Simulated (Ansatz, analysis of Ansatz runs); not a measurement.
## A hop of Cs in Cs3Li2Cl5 (Imm2), charge 0

Wanted: path and barrier of a jump of Cs in Cs3Li2Cl5 (Imm2) at charge 0. The case: V_Cs hop (4.1 Å), in a cell of 60 host atoms with 1 Cs taken out.

Main program and level: Ansatz 0.2.0; plane-wave PAW DFT, PBEsol; nudged elastic band between two relaxed defect structures.

### 1. Set-up

The cell holds 59 atoms: 17 Cs, 12 Li and 30 Cl. Cell: a = 12.405 Å, b = 11.479 Å, c = 12.396 Å, α = 103.4°, β = 99.6°, γ = 90.0°. It derives from Cs3Li2Cl5 (space group Imm2). Nearest the centre at fractional (0.560, 0.588, 0.875): Cs23 at 2.07 Å, Cl29 at 2.84 Å, Cl48 at 2.85 Å, Cl39 at 2.91 Å, Cl59 at 2.92 Å, Li25 at 4.48 Å, Li44 at 4.49 Å, Cs32 at 4.54 Å.

The cell's shortest repeat is 11.5 Å.

### 2. Relaxation of the start point, charge 0

A barrier is counted from a minimum, so both ends are relaxed first. Small random displacements break the symmetry of the ideal sites, so that the defect can distort if it gains by it. The cell holds an odd number of electrons, so the run is spin-polarised with the moment held at 1 μB. A width of 0.01 eV lets levels that lie close at the Fermi energy share an electron.

A first try with fixed occupations did not converge, so this run has a small smearing.

File q0_M1.start_smeared/input.yaml:

```yaml
crystal:
  lattice:
    - [-7.26279126, 0.0, 10.05668361]
    - [-9.30599473, 0.0, -6.72048182]
    - [3.53696389, -11.88058461, 0.00400652]
  atoms:
    - { symbol: Cs, position: [0.20698338, 0.17983322, 0.75368865] }
    - { symbol: Cs, position: [0.28908716, 0.3029889, 0.24631135] }
    - { symbol: Cs, position: [0.24802175, 0.4928089, 0.0] }
    - { symbol: Li, position: [0.15332132, 0.08941381, 0.43173718] }
    - { symbol: Li, position: [0.00940893, 0.37354522, 0.56826282] }
    - { symbol: Cl, position: [0.0013807, 0.16114104, 0.52008141] }
    - { symbol: Cl, position: [0.12086471, 0.05469553, 0.23701902] }
    - { symbol: Cl, position: [0.16135357, 0.40110033, 0.47991859] }
    - { symbol: Cl, position: [0.04185837, 0.43618602, 0.76298098] }
    - { symbol: Cl, position: [0.08135244, 0.24348952, 0.0] }
    - { symbol: Cs, position: [0.20698338, 0.67983322, 0.75368865] }
    - { symbol: Cs, position: [0.28908716, 0.8029889, 0.24631135] }
    - { symbol: Cs, position: [0.24802175, 0.9928089, 0.0] }
    - { symbol: Li, position: [0.15332132, 0.58941381, 0.43173718] }
    - { symbol: Li, position: [0.00940893, 0.87354522, 0.56826282] }
    - { symbol: Cl, position: [0.0013807, 0.66114104, 0.52008141] }
    - { symbol: Cl, position: [0.12086471, 0.55469553, 0.23701902] }
    - { symbol: Cl, position: [0.16135357, 0.90110033, 0.47991859] }
    - { symbol: Cl, position: [0.04185837, 0.93618602, 0.76298098] }
    - { symbol: Cl, position: [0.08135244, 0.74348952, 0.0] }
    - { symbol: Cs, position: [0.54031671, 0.17983322, 0.75368865] }
    - { symbol: Cs, position: [0.62242049, 0.3029889, 0.24631135] }
    - { symbol: Cs, position: [0.58135508, 0.4928089, 0.0] }
    - { symbol: Li, position: [0.48665466, 0.08941381, 0.43173718] }
    - { symbol: Li, position: [0.34274226, 0.37354522, 0.56826282] }
    - { symbol: Cl, position: [0.33471404, 0.16114104, 0.52008141] }
    - { symbol: Cl, position: [0.45419805, 0.05469553, 0.23701902] }
    - { symbol: Cl, position: [0.4946869, 0.40110033, 0.47991859] }
    - { symbol: Cl, position: [0.3751917, 0.43618602, 0.76298098] }
    - { symbol: Cl, position: [0.41468577, 0.24348952, 0.0] }
    - { symbol: Cs, position: [0.62242049, 0.8029889, 0.24631135] }
    - { symbol: Cs, position: [0.58135508, 0.9928089, 0.0] }
    - { symbol: Li, position: [0.48665466, 0.58941381, 0.43173718] }
    - { symbol: Li, position: [0.34274226, 0.87354522, 0.56826282] }
    - { symbol: Cl, position: [0.33471404, 0.66114104, 0.52008141] }
    - { symbol: Cl, position: [0.45419805, 0.55469553, 0.23701902] }
    - { symbol: Cl, position: [0.4946869, 0.90110033, 0.47991859] }
    - { symbol: Cl, position: [0.3751917, 0.93618602, 0.76298098] }
    - { symbol: Cl, position: [0.41468577, 0.74348952, 0.0] }
    - { symbol: Cs, position: [0.87365004, 0.17983322, 0.75368865] }
    - { symbol: Cs, position: [0.95575383, 0.3029889, 0.24631135] }
    - { symbol: Cs, position: [0.91468842, 0.4928089, 0.0] }
    - { symbol: Li, position: [0.81998799, 0.08941381, 0.43173718] }
    - { symbol: Li, position: [0.6760756, 0.37354522, 0.56826282] }
    - { symbol: Cl, position: [0.66804737, 0.16114104, 0.52008141] }
    - { symbol: Cl, position: [0.78753138, 0.05469553, 0.23701902] }
    - { symbol: Cl, position: [0.82802023, 0.40110033, 0.47991859] }
    - { symbol: Cl, position: [0.70852504, 0.43618602, 0.76298098] }
    - { symbol: Cl, position: [0.7480191, 0.24348952, 0.0] }
    - { symbol: Cs, position: [0.87365004, 0.67983322, 0.75368865] }
    - { symbol: Cs, position: [0.95575383, 0.8029889, 0.24631135] }
    - { symbol: Cs, position: [0.91468842, 0.9928089, 0.0] }
    - { symbol: Li, position: [0.81998799, 0.58941381, 0.43173718] }
    - { symbol: Li, position: [0.6760756, 0.87354522, 0.56826282] }
    - { symbol: Cl, position: [0.66804737, 0.66114104, 0.52008141] }
    - { symbol: Cl, position: [0.78753138, 0.55469553, 0.23701902] }
    - { symbol: Cl, position: [0.82802023, 0.90110033, 0.47991859] }
    - { symbol: Cl, position: [0.70852504, 0.93618602, 0.76298098] }
    - { symbol: Cl, position: [0.7480191, 0.74348952, 0.0] }
basis:
  ecutwfc: 420
  xc_grid: 2
hamiltonian:
  xc: pbesol
kpoints:
  mp_grid: { grid: [1, 1, 1], shift: [0.25, 0.25, 0.25] }
magnetization:
  spin_polarized: true
  initial_magnetization: 1
  spin_locking: { lock_magnetization: hard }
scf:
  occupations: { method: fermi_dirac, width: 0.01 }
  max_iter: 150
output:
  forces: true
relax:
  f_tol: 0.02
  max_steps: 70
  random_displacement: { amplitude: 0.03, seed: 1524 }
```

Launch:

```bash
$ ansatz run input.yaml --threads 32 --pin off --max-ram 84787MiB --backend cuda --events-out ev --progress --plain --runs-dir out --max-vram 78GiB
```

Numbers of over 12 decimals in the logs are rounded to 6 here.

The log of the run:

```text
[... repeated set-up lines and file paths are left out, and long positions are rounded to six places ...]
The last accepted step is kept in <dir> (removed where the run ends without a failure and the disk answers)
Engine: ansatz 0.2.0, aarch64-unknown-linux-gnu
Pseudopotentials: kind: paw
Pseudopotential: Cs, paw, valence charge 9, recommended cutoff 420 eV (normal), Cs.paw.azcp
Pseudopotential: Li, paw, valence charge 3, recommended cutoff 420 eV (normal), Li.paw.azcp
Pseudopotential: Cl, paw, valence charge 7, recommended cutoff 420 eV (normal), Cl.paw.azcp
Functional definition: PBEsol
  exchange = pbesol_x
  correlation = pbesol_c
[...]
Crystal: 59 atoms, lattice volume = 1691.758 Å³
Basis set: ecut = 420 eV, 33071 PW (Γ), exchange–correlation on 180×160×180 points (8 copies of the dense FFT grid, shifted against one another)
Bands: 259, of which v1, the nominal top of the filled ones, is band 200 counted from 1 (199 counted from 0)
Symmetry: 1 space group operations
k-points: 1
Non-local potential: Cs, projectors of the file, l = 0: 3, l = 1: 2, l = 2: 2, l = 3: 2
Non-local potential: Li, projectors of the file, l = 0: 3, l = 1: 2, l = 2: 1
Non-local potential: Cl, projectors of the file, l = 0: 2, l = 1: 2, l = 2: 2
PAW form: soft (Blöchl's): semilocal exchange-correlation on the pseudo side does not see the compensation charge
PAW frozen core: Cs, regenerated for the run's functional, and the local potential with it (the file was generated under x = pbe(κ = 0.804, μ = 0.219515), c = pbe(β = 0.066725))
PAW frozen core: Cl, regenerated for the run's functional, and the local potential with it (the file was generated under x = pbe(κ = 0.804, μ = 0.219515), c = pbe(β = 0.066725))
PAW one-centre angular grid: Cs, 194 points (default); XC on 64 Gauss nodes
PAW one-centre angular grid: Li, 110 points (default); XC on 64 Gauss nodes
PAW one-centre angular grid: Cl, 110 points (default); XC on 64 Gauss nodes
Initial density: superposition of atomic densities (chi_scale 0.1, normalization cell, long waves 5 % of neutral atoms (reshape's long-wave potential 1.05 eV rms, cloud 3.46 Å wide))
Starting moments: Σ|m| = 1 μB on 59 of 59 sites
Initial wavefunctions: pseudopotential atomic-orbital guess
[...]
Functional: x = pbesol(κ = 0.804, μ = 0.123457), c = pbesol(β = 0.046)
SCF iter   1: F=—  HF=-129357.556832 eV  |F-HF|=—  |Δ(HF+E_count)|=         —  Δρ=2.03e-2 (↑1.88e-2 ↓2.03e-2)  dr2=9.11e1  dr2_m=8.19e-2  M=1.000 μB ∫|m|=1.028 μB  β_m=0.30  ethr=3.10e-3  ⟨swp⟩=10.0  Hψ=2554  notcnv=0  defer=58
preconditioner: auto → Resta (q_TF=auto, 2.145 Å⁻¹)  ε∞=3.7  [insulator: Δε(μ)=0.128 eV  Ē_g=10.159 eV  σ=0.010 eV  W_gap=1.00  n_scr=274 (ndim 8)  ℏωp=16.7 eV  f_vac=0.011  D(μ)=0.34/eV (n_scr^D=0)  ε∞_Penn≈3.7]
spin=Collinear: Resta preconditioning applied to the charge; magnetization (m = ρ↑ − ρ↓) channel mixes plain (no charge-response kernel on spin).
SCF iter   2: F=—  HF=-129340.419105 eV  |F-HF|=—  |Δ(HF+E_count)|=    1.71e1  Δρ=1.12e-2 (↑1.01e-2 ↓1.12e-2)  dr2=3.36e1  dr2_m=3.25e-2  M=1.000 μB ∫|m|=1.045 μB  β_m=0.50  ethr=3.10e-3  ⟨swp⟩=3.0  Hψ=1053  notcnv=0  defer=105
[...]
SCF iter  24: F=-129328.339179 eV  HF=-129328.339179 eV  |F-HF|=4.59e-8  |Δ(HF+E_count)|=   5.62e-8  Δρ=1.78e-6 (↑1.01e-6 ↓1.78e-6)  dr2=1.11e-7  dr2_m=9.01e-9  M=1.000 μB ∫|m|=1.037 μB  ethr=1.15e-9  ⟨swp⟩=2.5  Hψ=926  notcnv=0
SCF 1 converged in 24 iterations: F = -129328.339179 eV  dr2 = 1.11e-7
  greatest PAW one-centre occupation: 1.000 electrons in one spin orbital (limit 2), on the Li atom at site 13 (counted from 0), in its partial waves of l = 0
relax step   1: F+E_penalty+E_count = -129328.33917863 eV  Δ(F+E_penalty+E_count) = +0.000e0 eV  max|allowed force component| = 2.638e-1 eV/Å  Δτ_max = 0.0000 Å  (24 SCF iters, dr2 threshold 1.00e-5 eV, accepted)
[... the SCF cycles and remarks between the steps are left out from here to the last step ...]
relax step   2: F+E_penalty+E_count = -129328.57899589 eV  Δ(F+E_penalty+E_count) = -2.398e-1 eV  max|allowed force component| = 1.432e-1 eV/Å  Δτ_max = 0.1106 Å  (15 SCF iters, dr2 threshold 4.35e-6 eV, accepted)
relax step   3: F+E_penalty+E_count = -129328.67756918 eV  Δ(F+E_penalty+E_count) = -9.857e-2 eV  max|allowed force component| = 2.637e-2 eV/Å  Δτ_max = 0.2000 Å  (14 SCF iters, dr2 threshold 1.28e-6 eV, accepted)
[...]
SCF 4 converged in 12 iterations: F = -129328.681379 eV  dr2 = 7.79e-9
relax step   4: F+E_penalty+E_count = -129328.68137858 eV  Δ(F+E_penalty+E_count) = -3.809e-3 eV  max|allowed force component| = 1.056e-2 eV/Å  Δτ_max = 0.0209 Å  (12 SCF iters, accepted)
SCF converged after 12 iterations
[...]
- { symbol: Cs, position: [0.247702, 0.491311, 0.001159] }
    - { symbol: Li, position: [0.154173, 0.092027, 0.432222] }
    - { symbol: Li, position: [0.009532, 0.378899, 0.569657] }
    - { symbol: Cl, position: [0.000306, 0.165055, 0.515906] }
    - { symbol: Cl, position: [0.121443, 0.054314, 0.238212] }
    - { symbol: Cl, position: [0.162856, 0.401858, 0.481249] }
    - { symbol: Cl, position: [0.042220, 0.439656, 0.763312] }
    - { symbol: Cl, position: [0.081813, 0.242577, 0.000925] }
    - { symbol: Cs, position: [0.221744, 0.678982, 0.753557] }
    - { symbol: Cs, position: [0.289435, 0.801719, 0.254380] }
    - { symbol: Cs, position: [0.248054, 0.993109, 0.002024] }
    - { symbol: Li, position: [0.151817, 0.588461, 0.430170] }
    - { symbol: Li, position: [0.010161, 0.872708, 0.572884] }
    - { symbol: Cl, position: [0.001160, 0.660432, 0.519729] }
    - { symbol: Cl, position: [0.118875, 0.551904, 0.236135] }
    - { symbol: Cl, position: [0.162195, 0.906841, 0.487569] }
    - { symbol: Cl, position: [0.042148, 0.933022, 0.766326] }
    - { symbol: Cl, position: [0.082261, 0.743166, 0.003060] }
    - { symbol: Cs, position: [0.540618, 0.178653, 0.754014] }
    - { symbol: Cs, position: [0.621417, 0.301837, 0.238137] }
    - { symbol: Cs, position: [0.579041, 0.507345, -0.015638] }
    - { symbol: Li, position: [0.487527, 0.092888, 0.429091] }
    - { symbol: Li, position: [0.346616, 0.377545, 0.570531] }
    - { symbol: Cl, position: [0.335302, 0.163057, 0.516850] }
    - { symbol: Cl, position: [0.455604, 0.053145, 0.234858] }
    - { symbol: Cl, position: [0.494678, 0.396678, 0.474414] }
    - { symbol: Cl, position: [0.369051, 0.425355, 0.763979] }
    - { symbol: Cl, position: [0.414721, 0.243845, -0.000155] }
    - { symbol: Cs, position: [0.623844, 0.801533, 0.252733] }
    - { symbol: Cs, position: [0.579448, 0.968776, -0.014481] }
    - { symbol: Li, position: [0.488190, 0.590103, 0.436101] }
    - { symbol: Li, position: [0.346415, 0.872587, 0.573907] }
    - { symbol: Cl, position: [0.330876, 0.662045, 0.510610] }
    - { symbol: Cl, position: [0.455281, 0.553535, 0.237836] }
    - { symbol: Cl, position: [0.495787, 0.906681, 0.484378] }
    - { symbol: Cl, position: [0.368680, 0.944646, 0.765274] }
    - { symbol: Cl, position: [0.406838, 0.744581, 0.013645] }
    - { symbol: Cs, position: [0.875826, 0.179023, 0.751010] }
    - { symbol: Cs, position: [0.955411, 0.301199, 0.247352] }
    - { symbol: Cs, position: [0.915756, 0.490640, -0.000373] }
    - { symbol: Li, position: [0.819112, 0.091535, 0.429474] }
    - { symbol: Li, position: [0.674675, 0.376928, 0.569082] }
    - { symbol: Cl, position: [0.668120, 0.162351, 0.517593] }
    - { symbol: Cl, position: [0.786365, 0.053055, 0.235324] }
    - { symbol: Cl, position: [0.826982, 0.401564, 0.478866] }
    - { symbol: Cl, position: [0.714914, 0.424965, 0.762920] }
    - { symbol: Cl, position: [0.748631, 0.241612, -0.000546] }
    - { symbol: Cs, position: [0.858939, 0.678664, 0.753143] }
    - { symbol: Cs, position: [0.958098, 0.804141, 0.251836] }
    - { symbol: Cs, position: [0.916160, 0.993070, 0.001044] }
    - { symbol: Li, position: [0.820904, 0.588599, 0.427848] }
    - { symbol: Li, position: [0.675384, 0.872999, 0.572933] }
    - { symbol: Cl, position: [0.669681, 0.662319, 0.510337] }
    - { symbol: Cl, position: [0.788689, 0.552531, 0.233615] }
    - { symbol: Cl, position: [0.829725, 0.905851, 0.484986] }
    - { symbol: Cl, position: [0.716035, 0.944340, 0.764467] }
    - { symbol: Cl, position: [0.760492, 0.745452, 0.012257] }
```

The job ended after 5.6 s (1 × NVIDIA GB200 with 32 threads of Arm Neoverse V2, shared host; peak memory 1.5 GiB).

The steps of the relaxation:

```tsv
step	energy less that of the first step (eV)	largest force component (eV/Å)
1	0.0000	0.2638
2	-0.2398	0.1432
3	-0.3384	0.0264
4	-0.3422	0.0106
```

The atoms that moved most (Å, from the sites as typed, ahead of the random displacement, the mean shift of all atoms taken out):

```tsv
atom	dx	dy	dz	length
Cs32	0.188	0.174	0.139	0.292
Cs23	-0.172	0.188	-0.124	0.283
Cl39	0.097	-0.160	-0.089	0.208
Cl59	-0.063	-0.144	0.109	0.191
Cs50	0.118	0.008	-0.143	0.186
Cs11	-0.098	0.003	0.151	0.180
Cl29	0.151	-0.010	0.008	0.152
Cl48	0.060	0.003	0.136	0.149
```

Neighbours of Cs23 at the end:

```tsv
atom	distance (Å)
Cl29	3.401
Cl48	3.408
Cl39	3.451
Cl59	3.458
Cl56	3.627
Cl36	3.654
Cl30	3.707
Cl49	3.728
```

Numbers from this step:

```yaml
free_energy: -129328.6814 eV
smearing_term_ts: 0.008310 eV
total_moment: 1 μB
integral_of_the_absolute_spin_density: 1.052 μB
spin_contamination: 2.37e-4
r_m_s_move_of_the_farther_half_of_the_atoms: 0.05339 Å
largest_move_from_the_ideal_geometry_of_this_structure_a_common_shift_of_the_far_atoms_taken_out: 0.3080 Å
```

The relaxation gained 0.342 eV and ended with a largest force component of 0.011 eV/Å.

### 3. Relaxation of the end point, charge 0

The end point is relaxed in the same cell and settings, so that the two energies compare. Atoms more than 3.2 Å from the middle of the hop start where the first relaxation left them, the nearer ones on or close to their ideal places, with small random displacements.

File q0_M1.end/input.yaml:

```yaml
crystal:
  lattice:
    - [-7.26279126, 0.0, 10.05668361]
    - [-9.30599473, 0.0, -6.72048182]
    - [3.53696389, -11.88058461, 0.00400652]
  atoms:
    - { symbol: Cs, position: [0.20390216, 0.17797673, 0.75044846] }
    - { symbol: Cs, position: [0.28964668, 0.30203879, 0.24650641] }
    - { symbol: Cs, position: [0.24748727, 0.4906636, 0.00064362] }
[... 7 atom lines left out ...]
    - { symbol: Cs, position: [0.2215289, 0.67833489, 0.75304223] }
[... 9 atom lines left out ...]
    - { symbol: Cs, position: [0.54040287, 0.17800503, 0.75349856] }
[... 1 atom line left out ...]
    - { symbol: Cs, position: [0.538772, 0.683268, -0.249166] }
[... 1 atom line left out ...]
    - { symbol: Li, position: [0.34640092, 0.37689701, 0.57001617] }
[... 3 atom lines left out ...]
    - { symbol: Cl, position: [0.3751917, 0.43618602, 0.76298098] }
[... 2 atom lines left out ...]
    - { symbol: Cs, position: [0.57923322, 0.96812797, -0.0149964] }
[... 6 atom lines left out ...]
    - { symbol: Cl, position: [0.41468577, 0.74348952, 0.0] }
[... 4 atom lines left out ...]
    - { symbol: Li, position: [0.67446022, 0.37628001, 0.56856707] }
[... 3 atom lines left out ...]
    - { symbol: Cl, position: [0.70852504, 0.43618602, 0.76298098] }
[... 1 atom line left out ...]
    - { symbol: Cs, position: [0.85872428, 0.67801661, 0.7526274] }
[... 8 atom lines left out ...]
    - { symbol: Cl, position: [0.7480191, 0.74348952, 0.0] }
basis:
  ecutwfc: 420
  xc_grid: 2
hamiltonian:
  xc: pbesol
kpoints:
  mp_grid: { grid: [1, 1, 1], shift: [0.25, 0.25, 0.25] }
magnetization:
  spin_polarized: true
  initial_magnetization: 1
  spin_locking: { lock_magnetization: hard }
scf:
  occupations: { method: fermi_dirac, width: 0.01 }
  max_iter: 150
output:
  forces: true
relax:
  f_tol: 0.02
  max_steps: 70
  random_displacement: { amplitude: 0.01, seed: 1524 }
```

The log of the run:

```text
[...]
Crystal: 59 atoms, lattice volume = 1691.758 Å³
Basis set: ecut = 420 eV, 33071 PW (Γ), exchange–correlation on 180×160×180 points (8 copies of the dense FFT grid, shifted against one another)
Bands: 259, of which v1, the nominal top of the filled ones, is band 200 counted from 1 (199 counted from 0)
Symmetry: 1 space group operations
k-points: 1
[...]
Starting moments: Σ|m| = 1 μB on 59 of 59 sites
[...]
SCF iter   1: F=—  HF=-129354.822288 eV  |F-HF|=—  |Δ(HF+E_count)|=         —  Δρ=1.96e-2 (↑1.84e-2 ↓1.96e-2)  dr2=7.80e1  dr2_m=4.37e-2  M=1.000 μB ∫|m|=1.029 μB  β_m=0.30  ethr=3.10e-3  ⟨swp⟩=10.0  Hψ=2578  notcnv=0  defer=62
[...]
SCF iter   2: F=—  HF=-129339.329126 eV  |F-HF|=—  |Δ(HF+E_count)|=    1.55e1  Δρ=1.12e-2 (↑1.02e-2 ↓1.12e-2)  dr2=3.05e1  dr2_m=2.23e-2  M=1.000 μB ∫|m|=1.033 μB  β_m=0.52  ethr=3.10e-3  ⟨swp⟩=3.0  Hψ=788  notcnv=0  defer=106
[...]
- { symbol: Cs, position: [0.543331, 0.666050, -0.230160] }
    - { symbol: Li, position: [0.489488, 0.087094, 0.430229] }
    - { symbol: Li, position: [0.341999, 0.372059, 0.564724] }
[...]
- { symbol: Cs, position: [0.619494, 0.782289, 0.229757] }
[...]
- { symbol: Li, position: [0.486066, 0.591876, 0.437338] }
    - { symbol: Li, position: [0.347563, 0.873673, 0.570184] }
[...]
- { symbol: Cs, position: [0.902702, 0.492944, -0.000703] }
    - { symbol: Li, position: [0.815622, 0.087759, 0.428938] }
    - { symbol: Li, position: [0.677422, 0.370444, 0.563072] }
[...]
- { symbol: Cs, position: [0.874564, 0.680963, 0.753796] }
    - { symbol: Cs, position: [0.956949, 0.804952, 0.247344] }
    - { symbol: Cs, position: [0.917072, 0.993299, -0.000571] }
    - { symbol: Li, position: [0.821445, 0.590404, 0.434278] }
    - { symbol: Li, position: [0.673791, 0.873420, 0.567528] }
[...]
- { symbol: Cl, position: [0.796603, 0.557449, 0.242016] }
    - { symbol: Cl, position: [0.826222, 0.897216, 0.477135] }
    - { symbol: Cl, position: [0.707365, 0.936384, 0.762175] }
    - { symbol: Cl, position: [0.756534, 0.752735, -0.000348] }
[key lines of the parts left out:]
SCF converged after 14 iterations
```

The job ended after 5.8 s (1 × NVIDIA GB200 with 32 threads; peak memory 1.5 GiB; 22 s of CPU time).

The steps of the relaxation:

```tsv
step	energy less that of the first step (eV)	largest force component (eV/Å)
1	0.0000	0.3307
2	-0.3771	0.1396
3	-0.4954	0.0307
4	-0.5019	0.0114
5	-0.5026	0.0039
```

The atoms that moved most (Å, from the sites as typed, ahead of the random displacement):

```tsv
atom	dx	dy	dz	length
Cs23	0.195	-0.225	0.161	0.338
Cs21	-0.217	-0.204	-0.154	0.335
Cs31	0.124	0.267	0.082	0.306
Cs32	-0.204	-0.171	-0.148	0.305
Cs22	-0.202	0.123	-0.151	0.280
Cl35	0.043	-0.201	0.059	0.214
Cs11	0.092	-0.017	-0.174	0.198
Cs50	-0.138	-0.013	0.138	0.196
```

Neighbours of Cs23 at the end:

```tsv
atom	distance (Å)
Cl48	3.403
Cl29	3.412
Cl59	3.504
Cl39	3.512
Cl35	3.609
Cl55	3.624
Cl58	3.739
Cl38	3.755
```

Read from the output:

```
free energy                                                                                       : -129328.7970 eV
smearing term TS                                                                                  : 0.008514 eV
total moment                                                                                      : 1 μB
integral of the absolute spin density                                                             : 1.045 μB
spin contamination                                                                                : 2.25e-4
r.m.s. move of the farther half of the atoms                                                      : 0.07134 Å
largest move from the ideal geometry of this structure, a common shift of the far atoms taken out : 0.3443 Å
```

The relaxation gained 0.503 eV and ended with a largest force component of 0.0039 eV/Å. The end lies 0.116 eV below the start.

(Continued in part 2 of 3.)

[Logs are printed without paths, hosts, clocks, repeated set-up lines and the standing remarks that a program may print on its own settings, such as how far it seeks lower states.]

[Hosts, paths, dates, database ids (printed as entryN), source tags and the programs' standing remarks are cut or masked in the printed files.]
